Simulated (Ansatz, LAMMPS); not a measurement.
# Glassy 76SiO2-24K2O (mol %) (114 atoms) under strain: runs compared

Aim: relax glassy 76SiO2-24K2O (mol %) (114 atoms), then change its volume and shape to read moduli from the stress.

Computed with Ansatz 0.2.0: Kohn-Sham DFT, PBE, PAW (set soft_2), plane waves.

## (1) The cell as built

The cell holds 114 atoms: 29 Si, 18 K and 67 O. Cell: a = 12.039 Å, b = 12.039 Å, c = 12.039 Å, α = 90.0°, β = 90.0°, γ = 90.0°. 114 atoms (29 Si, 18 K, 67 O) placed at random at 2.38 g/cm³, melted at 4000 K for 10 ps at fixed volume with the Morse and Coulomb pair potential with partial charges (Pedone, Malavasi, Menziani, Cormack and Segre, J. Phys. Chem. B 110, 11780 (2006)). Quenched from 4000 K to 300 K at 25 K/ps and fixed volume, held 10 ps at zero pressure, then minimised at fixed cell.

Limits known from the start: The quench rate of 25 K/ps far exceeds what a furnace or splat quench reaches, so expect more defects and frozen-in strain than in a real sample. The network of bonds at the start is that of the classical potential that made the cell, and needn't be the one that DFT or experiment would give. Only the Γ point is sampled.

## (2) The reference run

The reference is a single point at the end of the relaxation.

Every strained cell starts from the geometry of this run, and its atoms are relaxed with the cell held.

Its input, with most atom lines left out:

```yaml
crystal:
  lattice:
    - [12.16773, -0.08141, 0.06632]
    - [-0.08141, 12.15028, -0.18916]
    - [0.06632, -0.18916, 12.07074]
  atoms:
    - { symbol: Si, position: [0.31093, 0.82774, 0.36866] }
    - { symbol: Si, position: [0.53879, 0.58034, 0.58507] }
    - { symbol: Si, position: [0.50475, 0.98924, 0.43187] }
    - { symbol: Si, position: [0.00359, 0.57621, 0.30258] }
    - { symbol: Si, position: [0.18746, 0.29029, 0.52782] }
    - { symbol: Si, position: [0.06684, 0.61563, 0.56276] }
    - { symbol: Si, position: [0.15391, 0.0646, 0.663] }
    [... atom lines 8 to 114 left out ...]
kpoints:
  mp_grid: { grid: [1, 1, 1] }
hamiltonian:
  xc: pbe
scf:
  occupations: { method: gaussian, width: 0.025 }
output:
  forces: true
  stress: true
  populations: intrinsic
  dos:
    method: { smearing: { sigma: 0.15 } }
    de: 0.1
    projected: { site_lists: { K: [K], O: [O], Si: [Si] } }
  eigenvalues: true
  write_density: true
  write_potential: true
  volumetric_format: npy
  elf: true
```

```
free energy per atom   : -739.1161 eV/atom
r.m.s. force component : 0.00862 eV/Å
pressure               : -0.0006849 GPa
```

Filled and empty levels are parted by 3.72 eV (at Γ alone); a semilocal functional tends to put such gaps too low. In a disordered cell it changes from sample to sample, and tail or defect levels can set it.

## (3) The runs

Each row is one run, on 4 threads of Intel Xeon Platinum 8488C (Sapphire Rapids), shared host. The free energy is the program's total, comparable only between runs with the same functional, potentials and atoms.

| run | atoms | outcome | ionic steps, all passes | free energy (eV) | time | host memory (GiB) |
| --- | --- | --- | --- | --- | --- | --- |
| Single point at the start | 114 | converged | - | -84252.716 | 13 s | 2.4 |
| Cell and atoms relaxed | 114 | converged | 37 | -84259.240 | 7.9 min | 2.5 |
| Single point at the relaxed geometry | 114 | converged | - | -84259.240 | 23 s | 2.6 |
| Volume -3 % | 114 | converged | 6 | -84259.033 | 85 s | 2.4 |
| Volume +3 % | 114 | converged | 8 | -84259.071 | 2.2 min | 2.6 |
| Volume -6 % | 114 | converged | 11 | -84258.387 | 2.6 min | 2.4 |
| Volume +6 % | 114 | converged | 9 | -84258.597 | 2.5 min | 2.7 |
| Volume -10 % | 114 | converged | 11 | -84256.665 | 2.7 min | 2.3 |
| Stretched by 1 % along x | 114 | converged | 7 | -84259.202 | 1.8 min | 2.6 |
| Compressed by 1 % along x | 114 | converged | 6 | -84259.206 | 92 s | 2.5 |
| Sheared by 2 % in xy | 114 | converged | 6 | -84259.202 | 1.7 min | 2.6 |

In some runs the program notes that the exchange-correlation potential is rough where the density is thin and the SCF threshold is loose for the stress.

## (4) Pressure against volume

Atoms are relaxed at each volume, in the scaled cell.

```
volume change (%)  volume (Å³/atom)  energy change (meV/atom)  pressure (GPa)  largest move on relaxing (Å)  bonds  gap (eV)
              -10            14.084                     22.58            5.10                          0.46      -                3.75
               -6            14.710                      7.48            2.74                          0.38      -                3.79
               -3            15.180                      1.82            1.29                          0.22      -                3.77
               +0            15.649                      0.00            0.00                             -      -                3.72
               +3            16.118                      1.48           -1.03                          0.22      -                3.67
               +6            16.588                      5.64           -1.81                          0.48      -                3.58
```

## (5) Uniaxial strain and shear

Stress (GPa, compression positive) less that of the relaxed cell, atoms relaxed:

| strain | xx | yy | zz | xy | energy change (meV/atom) |
| --- | --- | --- | --- | --- | --- |
| stretched by 1 % along x | -0.630 | -0.219 | -0.232 | -0.060 | 0.33 |
| compressed by 1 % along x | 0.733 | 0.232 | 0.210 | 0.046 | 0.30 |
| sheared by 2 % in xy | -0.105 | -0.212 | -0.023 | -0.481 | 0.33 |

## (6) Findings

The bulk modulus, from the slope of pressure against ln V over the three points nearest the relaxed volume, is 38.7 GPa; a quadratic over all points gives a pressure derivative of about 5.4. The gap goes from 3.75 eV at the smallest volume to 3.58 eV at the largest, not monotonically (lowest 3.58, highest 3.79 eV), on the run's k-points. In the Cartesian axes of the cell, finite differences give C11 = 68.2, C12 = 22.5, C13 = 22.1 and C66 = 24.0 GPa (the shear of 2 % is the engineering strain, εxy = 0.01). The mean of C11, C12 and C13, which equals the bulk modulus in a cubic or isotropic solid, is 37.6 GPa: it agrees with the bulk modulus within 10 %. For an isotropic solid C66 would equal (C11 − C12)/2 = 22.8 GPa; so small a sample needn't be isotropic, and C66 rests on one shear. With the bulk modulus and C66 as K and G, Young's modulus would be about 60 GPa and Poisson's ratio 0.24.

**Limits.** Strains are finite and relaxations stop at the force tolerance of the input, which can leave moduli too stiff; they are those of a static cell at zero temperature. Volumes are changed with the cell's shape held, so in an anisotropic solid the modulus lies over the one under free hydrostatic load. The program notes that the SCF threshold of the relaxations is loose for the stress.

The DFT runs together took 25 min of wall time.

[Logs are printed without paths, hosts, clocks, repeated set-up lines and the standing remarks that a program may print on its own settings, such as how far it seeks lower states.]

[Hosts, paths, dates, database ids (printed as entryN), source tags and the programs' standing remarks are cut or masked in the printed files.]
